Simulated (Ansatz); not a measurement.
**Rb2LiVO4 (Cmc2_1): the r2SCAN gap against the wavefunction cutoff**

How far can the wavefunction cutoff be lowered for the gap of Rb2LiVO4 (Cmc2_1)?

Program: Ansatz 0.2.0. Level of theory: DFT, r2SCAN, plane waves, PAW; PAW set soft_1. Results are calculated unless marked as measured.

## (1) The starting structure

It takes space group Cmc2_1 (No. 36, orthorhombic). The conventional cell has a = 5.879 Å, b = 11.701 Å, c = 7.933 Å, α = 90.00°, β = 90.00°, γ = 90.00°. Nearest to Rb lie 10 O at 2.88 to 3.57 Å and 3 Li at 3.18 to 3.60 Å and 1 V at 3.49 Å. Rb has 8 O at 2.89 to 3.24 Å and 1 Li at 3.11 Å nearest. Li has 4 O at 1.89 to 2.06 Å nearest. Nearest to V lie 4 O at 1.71 to 1.72 Å. Nearest to O lie 1 V at 1.72 Å and 1 Li at 1.89 Å and 5 Rb at 3.02 to 3.57 Å. Nearest to O lie 1 V at 1.71 Å and 1 Li at 2.06 Å and 4 Rb at 2.88 to 3.06 Å. Farther neighbours and most contacts between anions are not listed.

Structure file:

```cif
data_structure
_symmetry_space_group_name_H-M 'Cmc2_1'
_symmetry_Int_Tables_number 36
_cell_length_a 5.8790
_cell_length_b 11.7010
_cell_length_c 7.9330
_cell_angle_alpha 90.000
_cell_angle_beta 90.000
_cell_angle_gamma 90.000
_cell_volume 545.71
loop_
_atom_site_label
_atom_site_type_symbol
_atom_site_symmetry_multiplicity
_atom_site_Wyckoff_symbol
_atom_site_fract_x
_atom_site_fract_y
_atom_site_fract_z
_atom_site_occupancy
Rb1 Rb 4 a 0.00000 0.39500 0.05120 1
Rb2 Rb 4 a 0.50000 0.43830 0.40680 1
Li1 Li 4 a 0.50000 0.30110 0.82840 1
V1 V 4 a 0.00000 0.30950 0.61060 1
O1 O 8 b 0.23610 0.35520 0.71830 1
O2 O 4 a 0.00000 0.36600 0.41130 1
O3 O 4 a 0.00000 0.16500 0.57640 1
```

The cell and positions come from the Crystallography Open Database and are kept as given unless a step says otherwise.

## (2) Wavefunction cutoff: 220 eV

Contents of input.yaml:

```yaml
crystal:
  lattice:
    - [2.9395, -5.8505, 0.0]
    - [2.9395, 5.8505, 0.0]
    - [0.0, 0.0, 7.933]
  atoms:
    - { symbol: Rb, position: [0.605, 0.395, 0.9488] }
    - { symbol: Rb, position: [0.395, 0.605, 0.4488] }
    - { symbol: Rb, position: [0.0617, 0.9383, 0.5932] }
    - { symbol: Rb, position: [0.9383, 0.0617, 0.0932] }
    - { symbol: Li, position: [0.1989, 0.8011, 0.1716] }
    - { symbol: Li, position: [0.8011, 0.1989, 0.6716] }
    - { symbol: V, position: [0.6905, 0.3095, 0.3894] }
    - { symbol: V, position: [0.3095, 0.6905, 0.8894] }
    - { symbol: O, position: [0.4087, 0.1191, 0.2817] }
    - { symbol: O, position: [0.5913, 0.8809, 0.7817] }
    - { symbol: O, position: [0.8809, 0.5913, 0.2817] }
    - { symbol: O, position: [0.1191, 0.4087, 0.7817] }
    - { symbol: O, position: [0.634, 0.366, 0.5887] }
    - { symbol: O, position: [0.366, 0.634, 0.0887] }
    - { symbol: O, position: [0.835, 0.165, 0.4236] }
    - { symbol: O, position: [0.165, 0.835, 0.9236] }
kpoints:
  mp_grid: { grid: [4, 4, 4] }
  band_path:
    path:
      - [0.0, 0.0, 0.0]
      - [-0.5, 0.5, 0.0]
      - [-0.68688959, 0.31311041, 0.0]
      - [-0.31311041, -0.31311041, 0.0]
      - [0.0, 0.0, -0.5]
      - [-0.31311041, -0.31311041, -0.5]
      - [-0.68688959, 0.31311041, -0.5]
      - [-0.5, 0.5, -0.5]
      - [-0.5, 0.0, 0.0]
    npoints: 1
hamiltonian:
  xc: r2scan
  pseudopotentials: { kind: paw, azcp: { folder: soft_1 } }
scf:
  occupations: { method: fermi_dirac, width: 0.02 }
  n_extra_bands: 9
  max_iter: 80
output:
  eigenvalues: true
  forces: true
  stress: true
basis:
  ecutwfc: 220.0
```

Command:

```bash
> ansatz run input.yaml --threads 24 --pin off --max-ram 82944MiB --backend cuda --events-out ev --progress --plain --runs-dir out --devices 1 --max-vram 78GiB
```

Numbers of over 12 decimals in the logs are rounded to 6 here.

Output:

```text
Warning: basis.ecutwfc = 220 eV is below the records' recommended 500 eV, and the density's cutoff is lower with it unless basis.ecutrho_ratio is high enough to keep the records' density cutoff: compare with a run at a higher cutoff
scf.n_extra_bands = 9 over 58 filled bands (N_el = 116.0): the run solves 67 bands
GPUs: using 1 of 1 available (devices: 1).
Engine: ansatz 0.2.0, aarch64-unknown-linux-gnu
Pseudopotentials: kind: paw
Pseudopotential: Rb, paw, valence charge 9, recommended cutoff 500 eV (meta_gga), soft_1/Rb.paw.azcp
Pseudopotential: Li, paw, valence charge 3, recommended cutoff 500 eV (meta_gga), soft_1/Li.paw.azcp
Pseudopotential: V, paw, valence charge 13, recommended cutoff 500 eV (meta_gga), soft_1/V.paw.azcp
Pseudopotential: O, paw, valence charge 6, recommended cutoff 500 eV (meta_gga), soft_1/O.paw.azcp
Functional definition: r2SCAN
  parameter k0 = 0.174
  parameter k1 = 0.065
  parameter a1 = 4.9479
  exchange = r2scan_x(k0 = k0, k1 = k1, a1 = a1)
  correlation = r2scan_c
device memory: the entry about to start is reckoned to put 13.6 GiB on a device that reports 166.8 GiB free (of which the cap on the GPU budget leaves the run 78.0 GiB)
GPU FFT provider: cuFFT
GPU libraries: cuBLAS 13.8.1, cuFFT 12.4.0, cuSOLVER 12.3.2
GPU matrix products: emulated (plane waves: as basis.precision tells), large ones in fixed point in workspaces of 1.00 GiB
Crystal: 16 atoms, lattice volume = 272.856 Å³
Basis set: ecut = 220 eV, 2011 PW (Γ), exchange–correlation on 128×128×160 points (64 copies of the dense FFT grid, shifted against one another)
Bands: 67, of which v1, the nominal top of the filled ones, is band 58 counted from 1 (57 counted from 0)
Symmetry: 4 space group operations
Space group: Cmc21 (ITA 36), of the structure as read, at distance tolerance 6.5e-5 Å
k-points: 21 of 64 (time reversal used)
Non-local potential: Rb, projectors of the file, l = 0: 3, l = 1: 2, l = 2: 2
Non-local potential: Li, projectors of the file, l = 0: 3, l = 1: 2, l = 2: 1
Non-local potential: V, projectors of the file, l = 0: 3, l = 1: 2, l = 2: 3, l = 3: 1
Non-local potential: O, projectors of the file, l = 0: 2, l = 1: 2, l = 2: 1
PAW form: soft (Blöchl's): semilocal exchange-correlation on the pseudo side does not see the compensation charge
PAW frozen core: Rb, regenerated for the run's functional (the file was generated under x = pbe(κ = 0.804, μ = 0.219515), c = pbe(β = 0.066725))
PAW frozen core: V, regenerated for the run's functional (the file was generated under x = pbe(κ = 0.804, μ = 0.219515), c = pbe(β = 0.066725))
PAW frozen core: O, regenerated for the run's functional (the file was generated under x = pbe(κ = 0.804, μ = 0.219515), c = pbe(β = 0.066725))
PAW one-centre angular grid: Rb, 302 points (default); XC on 160 Gauss nodes
PAW one-centre angular grid: Li, 302 points (default); XC on 295 of its mesh's 2161 points in the sphere
PAW one-centre angular grid: V, 590 points (default); XC on 160 Gauss nodes
PAW one-centre angular grid: O, 302 points (default); XC on 160 Gauss nodes
Initial density: superposition of atomic densities (chi_scale 0.1, normalization cell, long waves kept (reshape's long-wave potential 0.04 eV rms))
Initial wavefunctions: pseudopotential atomic-orbital guess
GPU buffer pool allocated for 40960 grid points (all kernels)
GPU transforms: local potential and band sums: pruned to the plane-wave sphere, on 32×32×40
Functional: x = r2scan, c = r2scan; τ floored in thin density (d = 2e-4 eV/Å³)
SCF iter   1: F=—  HF=-23895.461474 eV  |F-HF|=—  |Δ(HF+E_count)|=         —  Δρ=8.87e-2  dr2=1.03e1  dr2_τ=8.21e-1  ethr=3.10e-3  ⟨swp⟩=7.7  Hψ=5153  notcnv=0
preconditioner: auto → Resta (q_TF=auto, 2.366 Å⁻¹)  ε∞=3.8  [insulator: Δε(μ)=4.002 eV  Ē_g=12.546 eV  σ=0.020 eV  W_gap=1.00  n_scr=58 (ndim 8)  ℏωp=21.1 eV  f_vac=0.000  D(μ)=0.00/eV (n_scr^D=0)  ε∞_Penn≈3.8]
SCF iter   2: F=—  HF=-23893.522867 eV  |F-HF|=—  |Δ(HF+E_count)|=    1.94e0  Δρ=3.35e-2  dr2=2.13e0  dr2_τ=2.15e-1  ethr=3.10e-3  ⟨swp⟩=2.4  Hψ=2880  notcnv=0  defer=101
SCF iter   3: F=—  HF=-23893.512562 eV  |F-HF|=—  |Δ(HF+E_count)|=   1.03e-2  Δρ=2.33e-2  dr2=1.47e0  dr2_τ=1.33e-1  ethr=1.84e-3  ⟨swp⟩=2.4  Hψ=2280  notcnv=0  defer=101
SCF iter   4: F=—  HF=-23893.409056 eV  |F-HF|=—  |Δ(HF+E_count)|=   1.04e-1  Δρ=1.08e-2  dr2=4.14e-1  dr2_τ=1.91e-2  ethr=1.26e-3  ⟨swp⟩=2.1  Hψ=1993  notcnv=0  defer=102
SCF iter   5: F=—  HF=-23893.382471 eV  |F-HF|=—  |Δ(HF+E_count)|=   2.66e-2  Δρ=4.65e-3  dr2=7.93e-2  dr2_τ=1.21e-3  ethr=3.57e-4  ⟨swp⟩=2.0  Hψ=1769  notcnv=0  defer=102
SCF iter   6: F=—  HF=-23893.379454 eV  |F-HF|=—  |Δ(HF+E_count)|=   3.02e-3  Δρ=1.75e-3  dr2=9.92e-3  dr2_τ=6.04e-4  ethr=6.84e-5  ⟨swp⟩=2.0  Hψ=1891  notcnv=0  defer=102
SCF iter   7: F=—  HF=-23893.378452 eV  |F-HF|=—  |Δ(HF+E_count)|=   1.00e-3  Δρ=2.57e-4  dr2=2.04e-4  dr2_τ=8.92e-6  ethr=8.55e-6  ⟨swp⟩=2.1  Hψ=2233  notcnv=0  defer=102
SCF iter   8: F=—  HF=-23893.378505 eV  |F-HF|=—  |Δ(HF+E_count)|=   5.28e-5  Δρ=9.90e-5  dr2=3.68e-5  dr2_τ=1.47e-6  ethr=1.75e-7  ⟨swp⟩=2.6  Hψ=2541  notcnv=0  defer=102
SCF iter   9: F=—  HF=-23893.379203 eV  |F-HF|=—  |Δ(HF+E_count)|=   6.98e-4  Δρ=2.03e-5  dr2=1.40e-6  dr2_τ=9.83e-8  ethr=3.18e-8  ⟨swp⟩=2.5  Hψ=2083  notcnv=0  defer=102
SCF iter  10: F=—  HF=-23893.379204 eV  |F-HF|=—  |Δ(HF+E_count)|=   5.30e-7  Δρ=2.55e-5  dr2=1.77e-6  dr2_τ=1.67e-7  ethr=1.21e-9  ⟨swp⟩=2.0  Hψ=2229  notcnv=0  defer=102
SCF iter  11: F=-23893.379203 eV  HF=-23893.379203 eV  |F-HF|=2.42e-8  |Δ(HF+E_count)|=   3.09e-7  Δρ=3.96e-6  dr2=4.67e-8  dr2_τ=4.19e-9  ethr=8.62e-11  ⟨swp⟩=11.0  Hψ=6789  notcnv=0
SCF 1 converged in 11 iterations: F = -23893.379203 eV  dr2 = 4.67e-8
[...]
device memory: the entry about to start is reckoned to put 6.1 GiB on a device that reports 165.9 GiB free (of which the cap on the GPU budget leaves the run 78.0 GiB)
NSCF: frozen V_eff on 9 k-points
SCF converged after 11 iterations
Free energy (F): -23893.379203 eV
Harris-Foulkes:  -23893.379203 eV  (|F-HF|=2.42e-8)
Internal energy: -23893.379203 eV  (E = F + TS)
E sigma→0 (E₀):  -23893.379203 eV
Fermi energy:    5.984175 eV
--- Per-component energies (eV) ---
  E_band       = -1261.713273
  E_kinetic    = 2794.513775
  E_local      = -9873.929206  (includes V_loc(G=0)·N_el)
  E_nonlocal   = 1196.025101
  E_hartree    = 3632.854018
  E_xc         = -1310.743950
  E_vxc        = -1783.132903  (∫ρ·V_xc dr)
  E_paw        = -14159.590094  (= ΣΔE_a)
  E_vpaw       = -974.799934  (= ΣTr[D̂ρ^β])
  E_aug_tail   = 0.070483  (compensation charges beyond the density's cutoff)
  E_vtau       = 113.829751  (kinetic-family band-sum trace: ∫τ·v_τ [+ j·A + Jᵃ·Aᵃ] dr)
  E_ewald      = -6171.204530
  E_core_change = -1.374801  (= ΣΔE_core)
  E_smearing   = -0.000000  (= −TS)
  E_closure    = -0.000000  (closes the sum)
  Σ components = -23893.379203   (vs F -23893.379203, Δ=0.00e0)
--- Forces (eV/Å), atoms counted from 1 ---
  atom   1  Rb    -0.00000000     0.02499163     0.06926784
  atom   2  Rb     0.00000000    -0.02499163     0.06926784
  atom   3  Rb    -0.00000000     0.00304552    -0.07168007
  atom   4  Rb    -0.00000000    -0.00304552    -0.07168007
  atom   5  Li     0.00000000    -0.11162512    -0.06278226
  atom   6  Li    -0.00000000     0.11162512    -0.06278226
  atom   7  V     -0.00000000     0.35061864    -0.20549426
  atom   8  V      0.00000000    -0.35061864    -0.20549426
  atom   9  O     -1.24950139     0.34164432    -0.61398780
  atom  10  O      1.24950139    -0.34164432    -0.61398780
  atom  11  O      1.24950139     0.34164432    -0.61398780
  atom  12  O     -1.24950139    -0.34164432    -0.61398780
  atom  13  O     -0.00000000     0.55115548     1.25222296
  atom  14  O      0.00000000    -0.55115548     1.25222296
  atom  15  O      0.00000000    -1.62721484     0.24611180
  atom  16  O     -0.00000000     1.62721484     0.24611180
  max |Σ_I F_I| component: 6.59e-4 eV/Å
--- Stress (GPa, compression-positive) ---
        1.978145      -0.000000       0.000000
       -0.000000       3.032970       0.000000
        0.000000       0.000000       1.915887
  P = ⅓ Tr σ = 2.3090 GPa (23.090 kbar)
--- Band table (eV; the first three rows and the last of 21) ---
  k-point 0: bands = [... 54 lower, 3.4373, 3.5170, 3.5453, 3.6155, 8.3544, 8.5533, 8.5538, 8.5729, ... 5 higher]
  k-point 1: bands = [... 54 lower, 3.3724, 3.4181, 3.5709, 3.6278, 8.4482, 8.4940, 8.5545, 8.5789, ... 5 higher]
  k-point 2: bands = [... 54 lower, 3.3652, 3.3652, 3.6547, 3.6547, 8.5886, 8.5886, 8.6102, 8.6102, ... 5 higher]
  k-point 20: bands = [... 54 lower, 3.3617, 3.3617, 3.5619, 3.5619, 8.4858, 8.4858, 8.5619, 8.5619, ... 5 higher]
```

Wall time 1.7 s (1 × NVIDIA GB200 (shared by 2 runs) with 24 threads of Arm Neoverse V2, shared host); peak memory 1 GiB; 8.5 s of CPU time.

The column dr2 measures how far the density is from self-consistency, as an energy; F and HF (Harris–Foulkes) agree once it is small.

This step gave:

```yaml
pressure: 2.309 GPa
gap: 4.578 eV
valence_top_at: Y
conduction_bottom_at: k = (-0.500, 0.000, 0.000)
least_direct_gap: 4.722 eV
```

The gap is indirect, with the least direct gap 0.14 eV higher.

## (3) Wavefunction cutoff: 350 eV

input.yaml, as its differences from that of step 2:

```diff
@@ -40,3 +40,3 @@
 scf:
-  occupations: { method: fermi_dirac, width: 0.02 }
+  occupations: { method: fixed }
   n_extra_bands: 9
@@ -48,2 +48,2 @@
 basis:
-  ecutwfc: 220.0
+  ecutwfc: 350.0
```

Output:

```text
[...]
GPUs: using 1 of 1 available (devices: 1).
[...]
GPU FFT provider: cuFFT
GPU libraries: cuBLAS 13.8.1, cuFFT 12.4.0, cuSOLVER 12.3.2
[...]
Crystal: 16 atoms, lattice volume = 272.856 Å³
Basis set: ecut = 350 eV, 4029 PW (Γ), exchange–correlation on 160×160×200 points (64 copies of the dense FFT grid, shifted against one another)
[...]
k-point 0: bands = [... 54 lower, 3.4121, 3.4779, 3.5522, 3.6223, 8.1549, 8.1688, 8.1816, 8.2475, ... 5 higher]
  k-point 1: bands = [... 54 lower, 3.3583, 3.4307, 3.5886, 3.6183, 8.1678, 8.1756, 8.2001, 8.2463, ... 5 higher]
  k-point 2: bands = [... 54 lower, 3.3506, 3.3506, 3.6141, 3.6141, 8.1810, 8.1810, 8.2321, 8.2321, ... 5 higher]
  k-point 20: bands = [... 54 lower, 3.3485, 3.3485, 3.5712, 3.5712, 8.1867, 8.1867, 8.2528, 8.2528, ... 5 higher]
[key lines of the parts left out:]
SCF converged after 11 iterations
Free energy (F): -23922.838055 eV
Fermi energy:    3.665039 eV
P = ⅓ Tr σ = -0.5588 GPa (-5.588 kbar)
```

Run time: 1.7 s. Hardware: 1 × NVIDIA GB200 (shared by 2 runs) with 24 threads; peak memory 1.2 GiB.

This step gave:

| Quantity | Value |
| --- | --- |
| pressure | -0.5588 GPa |
| gap | 4.359 eV |
| valence top at | Y |
| conduction bottom at | k = (-0.500, 0.000, 0.000) |
| least direct gap | 4.433 eV |

The gap is 4.359 eV, −0.218 eV from the run before at this level.

## (4) Wavefunction cutoff: 500 eV (the default)

input.yaml, the sections that differ from step 3:

```yaml
kpoints:
  mp_grid: { grid: [4, 4, 4] }
  band_path:
    path:
      - [[0.0, 0.0, 0.0], [-0.5, 0.5, 0.0], [-0.68688959, 0.31311041, 0.0]]
      - [[-0.31311041, -0.31311041, 0.0], [0.0, 0.0, 0.0], [0.0, 0.0, -0.5], [-0.31311041, -0.31311041, -0.5]]
      - [[-0.68688959, 0.31311041, -0.5], [-0.5, 0.5, -0.5], [-0.5, 0.5, 0.0]]
      - [[0.0, 0.0, 0.0], [-0.5, 0.0, 0.0], [-0.5, 0.0, -0.5], [0.0, 0.0, -0.5], [-0.5, 0.5, -0.5]]
    npoints: 10
scf:
  occupations: { method: fermi_dirac, width: 0.02 }
  n_extra_bands: 9
# crystal, hamiltonian, output: as in step 3
# basis: removed
```

Output:

```text
[...]
GPUs: using 1 of 1 available (devices: 1).
[...]
GPU FFT provider: cuFFT
GPU libraries: cuBLAS 13.8.1, cuFFT 12.4.0, cuSOLVER 12.3.2
[...]
Crystal: 16 atoms, lattice volume = 272.856 Å³
Basis set: ecut = 500 eV, 6919 PW (Γ), exchange–correlation on 192×192×240 points (64 copies of the dense FFT grid, shifted against one another)
[...]
k-point 0: bands = [... 54 lower, 3.4104, 3.4772, 3.5508, 3.6207, 8.1488, 8.1635, 8.1745, 8.2406, ... 5 higher]
  k-point 1: bands = [... 54 lower, 3.3566, 3.4302, 3.5868, 3.6184, 8.1612, 8.1689, 8.1936, 8.2392, ... 5 higher]
  k-point 2: bands = [... 54 lower, 3.3487, 3.3487, 3.6133, 3.6133, 8.1737, 8.1737, 8.2251, 8.2251, ... 5 higher]
  k-point 20: bands = [... 54 lower, 3.3476, 3.3476, 3.5704, 3.5704, 8.1808, 8.1808, 8.2467, 8.2467, ... 5 higher]
[key lines of the parts left out:]
SCF converged after 11 iterations
Free energy (F): -23923.295583 eV
Fermi energy:    5.838251 eV
P = ⅓ Tr σ = -0.6051 GPa (-6.051 kbar)
```

The job ended after 3.1 s (1 × NVIDIA GB200 (shared by 2 runs) with 24 threads; peak memory 1.3 GiB).

This step gave:

* pressure: -0.6051 GPa
* gap: 4.354 eV
* valence top at: Y
* conduction bottom at: S
* least direct gap: 4.427 eV

The gap is 4.354 eV, −0.006 eV from the run before at this level.

## (5) Wavefunction cutoff: 750 eV

input.yaml, the sections that differ from step 4:

```yaml
kpoints:
  mp_grid: { grid: [4, 4, 4] }
  band_path:
    path:
      - [0.0, 0.0, 0.0]
      - [-0.5, 0.5, 0.0]
      - [-0.68688959, 0.31311041, 0.0]
      - [-0.31311041, -0.31311041, 0.0]
      - [0.0, 0.0, -0.5]
      - [-0.31311041, -0.31311041, -0.5]
      - [-0.68688959, 0.31311041, -0.5]
      - [-0.5, 0.5, -0.5]
      - [-0.5, 0.0, 0.0]
    npoints: 1
scf:
  occupations: { method: fixed }
  n_extra_bands: 9
  max_iter: 80
basis:
  ecutwfc: 750.0
# crystal, hamiltonian, output: as in step 4
```

Output:

```text
[...]
GPUs: using 1 of 1 available (devices: 1).
[...]
GPU FFT provider: cuFFT
GPU libraries: cuBLAS 13.8.1, cuFFT 12.4.0, cuSOLVER 12.3.2
[...]
Crystal: 16 atoms, lattice volume = 272.856 Å³
Basis set: ecut = 750 eV, 12729 PW (Γ), exchange–correlation on 240×240×288 points (64 copies of the dense FFT grid, shifted against one another)
[...]
k-point 0: bands = [... 54 lower, 3.4104, 3.4772, 3.5507, 3.6206, 8.1481, 8.1627, 8.1738, 8.2398, ... 5 higher]
  k-point 1: bands = [... 54 lower, 3.3565, 3.4302, 3.5867, 3.6183, 8.1604, 8.1681, 8.1929, 8.2385, ... 5 higher]
  k-point 2: bands = [... 54 lower, 3.3486, 3.3486, 3.6132, 3.6132, 8.1729, 8.1729, 8.2244, 8.2244, ... 5 higher]
  k-point 20: bands = [... 54 lower, 3.3475, 3.3475, 3.5703, 3.5703, 8.1801, 8.1801, 8.2460, 8.2460, ... 5 higher]
[key lines of the parts left out:]
SCF converged after 11 iterations
Free energy (F): -23923.342711 eV
Fermi energy:    3.664851 eV
P = ⅓ Tr σ = -0.6200 GPa (-6.200 kbar)
```

The job ended after 2.4 s (1 × NVIDIA GB200 (shared by 2 runs) with 24 threads; peak memory 1.7 GiB).

Numbers from this step:

* pressure: -0.6200 GPa
* gap: 4.353 eV
* valence top at: Y
* conduction bottom at: k = (-0.500, 0.000, 0.000)
* least direct gap: 4.426 eV

The gap is 4.353 eV, −0.001 eV from the run before at this level.

## (6) The series

Differences are against the last row; a negative gap means that bands overlap, and a run with a band path holds that path's time. Times are wall times on 1 × NVIDIA GB200 (shared by 2 runs) with 24 threads of Arm Neoverse V2, shared host, good to a factor of about two.

```
wavefunction cutoff  gap (eV)  direct gap (eV)  gap error (eV)  energy error (meV/atom)  irreducible k   time
             220 eV     4.578            4.722          +0.225                  +1872.7             21  1.7 s
             350 eV     4.359            4.433          +0.007                    +31.5             21  1.7 s
             500 eV     4.354            4.427          +0.001                     +2.9             21  3.1 s
             750 eV     4.353            4.426          +0.000                     +0.0             21  2.4 s
```

## (7) Outcome

```
220 eV : 4.578 eV
350 eV : 4.359 eV
500 eV : 4.354 eV
750 eV : 4.353 eV
```

The gap holds to 0.02 eV from 350 eV on. At 220 eV the gap is off by +0.225 eV and the energy by +1873 meV/atom. The runs have no spin polarisation. For a closed low-spin shell that is the natural state; where a d or f shell is open it is a constraint, and the gap is then not the crystal's own.

[Paths, hosts, dates, memory and timing lines, banners, echoed tables and standing remarks are left out of the program output.]

[Logs are printed without paths, hosts, clocks, repeated set-up lines and the standing remarks that a program may print on its own settings, such as how far it seeks lower states.]

[Runs of the session that timed out or met a known fault of the program may be left out.]

[Cells called generated may have been cut or substituted from an entry of the Crystallography Open Database or the Materials Project.]

[Hosts, paths, dates, database ids (printed as entryN), source tags and the programs' standing remarks are cut or masked in the printed files.]
